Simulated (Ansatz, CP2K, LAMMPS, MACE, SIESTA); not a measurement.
# Amorphous Ga2O3 (150 atoms) in other programs, against a plane-wave reference

Wanted: errors and costs of other methods on amorphous Ga2O3 (150 atoms). A plane-wave run serves as the reference.

Method: Kohn-Sham DFT, PBE, PAW, plane waves, in Ansatz 0.2.0.

### 1. The starting structure

The cell holds 150 atoms: 60 Ga and 90 O. Cell: a = 11.446 Å, b = 11.446 Å, c = 11.446 Å, α = 90.0°, β = 90.0°, γ = 90.0°. 150 atoms (60 Fe, 90 O) placed at random at 4.44 g/cm³, melted at 5000 K for 10 ps at fixed volume with the Morse and Coulomb pair potential with partial charges (Pedone, Malavasi, Menziani, Cormack and Segre, J. Phys. Chem. B 110, 11780 (2006)). Quenched from 5000 K to 300 K at 100 K/ps and fixed volume, held 10 ps at zero pressure, then minimised at fixed cell. Then Fe was replaced by Ga and the cell scaled by 1.003 (the potential has no terms for the new elements, so the cell is a start for a DFT relaxation).

### 2. Plane-wave reference

The PAW files are the set soft_2.

Input file input.yaml:

```yaml
crystal:
  lattice:
    - [11.44585, 0.0, 0.0]
    - [0.0, 11.44585, 0.0]
    - [0.0, 0.0, 11.44585]
  atoms:
    - { symbol: Ga, position: [0.32992, 0.79108, 0.04821] }
    - { symbol: Ga, position: [0.63163, 0.28017, 0.80307] }
    - { symbol: Ga, position: [0.27767, 0.25631, 0.11951] }
    - { symbol: Ga, position: [0.84974, 0.08401, 0.3735] }
    [... 140 atom lines left out ...]
    - { symbol: O, position: [0.5527, 0.53461, 0.97018] }
    - { symbol: O, position: [0.47819, 0.33265, 0.87282] }
    - { symbol: O, position: [0.23257, 0.07005, 0.79338] }
    - { symbol: O, position: [0.44789, 0.93158, 0.69328] }
    - { symbol: O, position: [0.86605, 0.27169, 0.3241] }
    - { symbol: O, position: [0.0763, 0.33495, 0.40617] }
kpoints:
  mp_grid: { grid: [1, 1, 1] }
hamiltonian:
  xc: pbe
scf:
  occupations: { method: fermi_dirac, width: 0.05 }
output:
  forces: true
  eigenvalues: true
```

The run is started by

```sh
$ ansatz run input.yaml --threads 8 --pin off --max-ram 31232MiB --backend cpu --events-out ev --progress --plain --runs-dir out
```

What it wrote:

```text
[...]
Pseudopotentials: kind: paw
Pseudopotential: Ga, paw, valence charge 13, recommended cutoff 420 eV (normal), Ga.paw.azcp
Pseudopotential: O, paw, valence charge 6, recommended cutoff 420 eV (normal), O.paw.azcp
[...]
Crystal: 150 atoms, lattice volume = 1499.492 Å³
Basis set: ecut = 420 eV, 29279 PW (Γ), exchange–correlation on 160×160×160 points (8 copies of the dense FFT grid, shifted against one another)
Bands: 810, of which v1, the nominal top of the filled ones, is band 660 counted from 1 (659 counted from 0)
Symmetry: 1 space group operations
Space group: P1 (ITA 1), of the structure as read, at distance tolerance 1.1e-4 Å
k-points: 1
[...]
Initial density: superposition of atomic densities (neutral atoms: chi_scale 0, normalization atom), corrected by the library's trained network
Initial wavefunctions: pseudopotential atomic-orbital guess
[...]
SCF iter   1: F=—  HF=-278069.822767 eV  |F-HF|=—  |Δ(HF+E_count)|=         —  Δρ=2.84e-3  dr2=1.73e-1  ethr=1.77e-3  ⟨swp⟩=5.0  Hψ=2703  notcnv=0  defer=142
preconditioner: auto → Resta (q_TF=auto, 2.671 Å⁻¹)  ε∞=4.9  [insulator: Δε(μ)=0.895 eV  Ē_g=17.546 eV  σ=0.050 eV  W_gap=1.00  n_scr=460 (ndim 8)  ℏωp=34.8 eV  f_vac=0.021  D(μ)=0.01/eV (n_scr^D=0)  ε∞_Penn≈4.9]
SCF iter   2: F=—  HF=-278069.799890 eV  |F-HF|=—  |Δ(HF+E_count)|=   2.29e-2  Δρ=1.52e-3  dr2=3.44e-2  ethr=1.31e-5  ⟨swp⟩=2.0  Hψ=1591  notcnv=0  defer=142
SCF iter   3: F=—  HF=-278069.798779 eV  |F-HF|=—  |Δ(HF+E_count)|=   1.11e-3  Δρ=6.35e-4  dr2=1.04e-2  ethr=2.61e-6  ⟨swp⟩=2.0  Hψ=1246  notcnv=0  defer=97
automatic band count: iteration 3 solves 765 bands in place of 810: the levels show a gap, and the empty bands left out lie too high to hold charge; the band table lists the bands solved (type scf.n_extra_bands for more)
SCF iter   4: F=—  HF=-278069.797624 eV  |F-HF|=—  |Δ(HF+E_count)|=   1.15e-3  Δρ=2.13e-4  dr2=5.97e-4  ethr=7.92e-7  ⟨swp⟩=2.0  Hψ=1242  notcnv=0  defer=97
SCF iter   5: F=—  HF=-278069.797599 eV  |F-HF|=—  |Δ(HF+E_count)|=   2.53e-5  Δρ=1.13e-4  dr2=1.65e-4  ethr=4.52e-8  ⟨swp⟩=2.0  Hψ=1285  notcnv=0  defer=97
[...]
SCF iter   9: F=—  HF=-278069.797355 eV  |F-HF|=—  |Δ(HF+E_count)|=   2.22e-7  Δρ=2.94e-6  dr2=1.17e-7  ethr=7.58e-12  ⟨swp⟩=12.0  Hψ=3439  notcnv=0
SCF iter  10: F=-278069.797355 eV  HF=-278069.797355 eV  |F-HF|=6.58e-9  |Δ(HF+E_count)|=   6.98e-9  Δρ=8.30e-7  dr2=9.95e-9  ethr=7.58e-12  ⟨swp⟩=3.0  Hψ=2048  notcnv=0
SCF 1 converged in 10 iterations: F = -278069.797355 eV  dr2 = 9.95e-9
[...]
SCF converged after 10 iterations
Free energy (F): -278069.797355 eV
Harris-Foulkes:  -278069.797355 eV  (|F-HF|=6.58e-9)
Internal energy: -278069.795917 eV  (E = F + TS)
E sigma→0 (E₀):  -278069.796636 eV
Entropy (-TS):   -0.001438 eV (-0.010 meV/atom)
Fermi energy:    10.451668 eV
--- Per-component energies (eV) ---
[...]
Σ components = -278069.797355   (vs F -278069.797355, Δ=0.00e0)
--- Forces (eV/Å), atoms counted from 1 ---
  atom   1  Ga    -0.31710412     0.04343519    -0.38176449
  atom   2  Ga     0.45326897     0.44381052     0.59760016
  atom   3  Ga    -0.56939656    -0.46317544     0.05696285
  atom   4  Ga     0.42774384     0.01352892     0.43713068
[...]
atom 150  O      0.42193384     0.88771019    -0.46991535
  max |Σ_I F_I| component: 1.50e-5 eV/Å
--- Band table (eV) ---
  k-point 0: bands = ["-10.2577", "-9.9215", "-9.9031", "-9.8207", [... 749 levels ...], "18.3306", "18.3697", "18.4301", "18.4752", "18.5224", "18.5595", "18.5992", "18.6363", "18.6829", "18.6989", "18.7145", "18.7681"]
```

Wall time 44 s (8 threads of Arm Neoverse N1, shared host); peak memory 3 GiB; 5.7 min of CPU time.

The column dr2 measures how far the density is from self-consistency, as an energy; F and HF (Harris–Foulkes) agree once it is small.

Numbers from this run:

| Property | Result |
| --- | --- |
| free energy | -278069.7974 eV |
| free energy per atom | -1853.7986 eV/atom |
| SCF cycles | 10 |
| r.m.s. force component | 0.3591 eV/Å |
| longest force | 1.318 eV/Å |
| Fermi energy | 10.45 eV |
| gap (highest filled to lowest empty level) | 0.7015 eV |

Neighbours are counted within 2.50 Å (O-Ga).

Length of the force by element and coordination:

| element | coordination | atoms | mean length of the force (eV/Å) | spread | least | most |
| --- | --- | --- | --- | --- | --- | --- |
| Ga | all | 60 | 0.645 | 0.233 | 0.129 | 1.12 |
| Ga | 4 | 2 | 0.715 | 0.24 | 0.475 | 0.955 |
| Ga | 5 | 8 | 0.701 | 0.292 | 0.255 | 1.12 |
| Ga | 6 | 47 | 0.638 | 0.213 | 0.129 | 1.07 |
| Ga | 7 | 3 | 0.546 | 0.289 | 0.207 | 0.914 |
| O | all | 90 | 0.527 | 0.231 | 0.128 | 1.32 |
| O | 3 | 17 | 0.692 | 0.254 | 0.275 | 1.09 |
| O | 4 | 65 | 0.489 | 0.211 | 0.128 | 1.32 |
| O | 5 | 8 | 0.487 | 0.171 | 0.222 | 0.679 |

The levels nearest the highest filled one (over half full), pooled over k-points and spins:

| level less the highest filled one (eV) | occupation |
| --- | --- |
| -0.834 | 2 |
| -0.810 | 2 |
| -0.680 | 2 |
| -0.644 | 2 |
| -0.564 | 2 |
| 0 | 2.00 |
| 0.702 | 0.002 |
| 2.87 | 0 |
| 2.93 | 0 |
| 3.07 | 0 |
| 3.25 | 0 |
| 3.28 | 0 |

### 3. The ladder

The programs:
- CP2K 2026.2: Gaussian basis with GTH pseudopotentials and a plane-wave density; labels give functional, basis (MOLOPT sets; SR short-range, UZH the newer set with its own potentials), grid cutoff/relative cutoff and solver (OT: orbital transformation; TRS4, TC2, SIGN: linear-scaling purification with its sparsity filter), or its built-in tight binding.
- MACE: machine-learned potential, published weights.
- SIESTA 5.4.2: numerical atomic orbitals, whose automatically made sets are far from complete, with PseudoDojo norm-conserving potentials that we converted to its format (checked against plane waves on the same files for H, C, O, Si, Ge and Ca alone); labels give functional, basis size, energy shift and mesh cutoff.

All use the same cell and atoms; the electronic-structure runs use the same k-mesh, and an electronic temperature of 580 K (0.05 eV) where levels are smeared.

Differences are against the plane-wave reference, forces as r.m.s. over components; share is that over the reference's r.m.s. force, slope the least-squares factor from reference forces to these. Total energies of different programs have different zeros and aren't compared.

| run | Δ force, r.m.s. (meV/Å) | share (%) | slope | Δ gap (eV) | cores | CPU time | memory (GiB) |
| --- | --- | --- | --- | --- | --- | --- | --- |
| reference | - | - | - | - | 8 | 5.7 min | 3.0 |
| CP2K PBE, DZVP-MOLOPT-SR, 600/40 Ry, OT DIIS | 70.8 | 19.7 | 1.025 | -0.0859 | 4 | 71 min | 6.1 |
| CP2K PBE, SZV-MOLOPT-SR, 600/40 Ry, OT DIIS (coarse) | 225 | 62.6 | 1.131 | -0.604 | 4 | 26 min | 3.6 |
| MACE MP-0b2 small potential | 87.8 | 24.5 | 0.874 | - | 4 | 11 s | 0.77 |
| SIESTA PBE, DZP, shift 0.01 Ry, mesh 350 Ry | 117 | 32.7 | 1.048 | -0.130 | 4 | 33 min | 4.2 |
| SIESTA PBE, SZ, shift 0.02 Ry, mesh 350 Ry (coarse) | 203 | 56.5 | 1.032 | - | 4 | 4.7 min | 1.7 |

Rows marked coarse use a setting chosen to be so.

Times of the machine-learned potentials are mostly Python's start and the loading of weights.

CPU time is summed over cores on a shared host, where runs went side by side, so it is rough. Symmetry, cutoffs, thresholds, outputs and thread counts weren't matched or tuned between programs; memory under MPI is the largest rank's times the ranks.

Runs without a result: CP2K PBE, SZV-MOLOPT-SR, 600/40 Ry, TC2 filter 1e-06, SCF 1e-06 (cut off at its time limit of 12 min, the SCF not settling).

Mean charges by element (e), by run and scheme:

| run | scheme | Ga | O |
| --- | --- | --- | --- |
| CP2K PBE, DZVP-MOLOPT-SR, 600/40 Ry, OT DIIS | Mulliken | +0.84 | -0.56 |
| CP2K PBE, DZVP-MOLOPT-SR, 600/40 Ry, OT DIIS | Hirshfeld | +0.47 | -0.31 |
| SIESTA PBE, DZP, shift 0.01 Ry, mesh 350 Ry | Hirshfeld | +0.41 | -0.27 |

### 4. What came out

- reference r.m.s. force component: 0.359 eV/Å
- nearest in forces: CP2K PBE, DZVP-MOLOPT-SR, 600/40 Ry, OT DIIS, 20 %
- farthest in forces: CP2K PBE, SZV-MOLOPT-SR, 600/40 Ry, OT DIIS (coarse), 63 %
- cheapest electronic-structure run beside the reference: SIESTA PBE, SZ, shift 0.02 Ry, mesh 350 Ry, 4.7 min of CPU time

What this shows: The PBE runs in local orbitals, coarse settings apart, differ by 20 % (CP2K PBE, DZVP-MOLOPT-SR, 600/40 Ry, OT DIIS) to 33 % (SIESTA PBE, DZP, shift 0.01 Ry, mesh 350 Ry); basis, grid and potentials can all enter. Machine-learned potentials differ by 24 % (MACE MP-0b2 small potential); they were trained on other programs' data. Runs with settings chosen to be coarse differ by 57 % (SIESTA PBE, SZ, shift 0.02 Ry, mesh 350 Ry) to 63 % (CP2K PBE, SZV-MOLOPT-SR, 600/40 Ry, OT DIIS), their programs' other errors included. None of the electronic-structure runs in the table takes under half the reference's CPU time of 5.7 min; they take 0.83 to 13 times as much. At the same functional, gaps differ from the reference's 0.702 eV by between -0.60 and -0.09 eV. Charges hang on scheme and program or settings: among these rows the mean for Ga runs from +0.41 to +0.84 e. In the reference: filled and empty levels are parted by 0.702 eV (at Γ alone); a semilocal functional tends to put such gaps too low. In a disordered cell it changes from sample to sample, and tail or defect levels can set it. In the reference: forces differ by site in this geometry: O atoms with 3 neighbours bear 0.69 eV/Å on average, against 0.49 eV/Å for those with 4. Machine-learned potentials mimic data converged in k, so the reference's own k-point error enters their differences. The quench rate of 100 K/ps is many orders above laboratory rates, so the cell is likely richer in defects and strain than a real sample. The network of bonds at the start is that of the classical potential that made the cell, and needn't be the one that DFT or experiment would give. The electronic-structure runs sample only Γ, in a cell whose shortest periodic width is 11 Å.

[Long decimals in the printed logs are rounded to 6 places.]

[Also dropped from logs without a mark: lines with file paths, logging warnings of Python, QE's lines on negative density and diagonalisation, SIESTA's first energy breakdown, zero terms and Voronoi charges.]

[Logs are printed without paths, hosts, clocks, repeated set-up lines and the standing remarks that a program may print on its own settings, such as how far it seeks lower states.]

[Hosts, paths, dates, database ids (printed as entryN), source tags and the programs' standing remarks are cut or masked in the printed files.]

[Not all failed runs are listed: runs killed by the host, ended in a Python traceback or in CONQUEST's support-function errors, and SIESTA runs with faulty potentials for Cu, Fe, Ni or Zn are left out.]
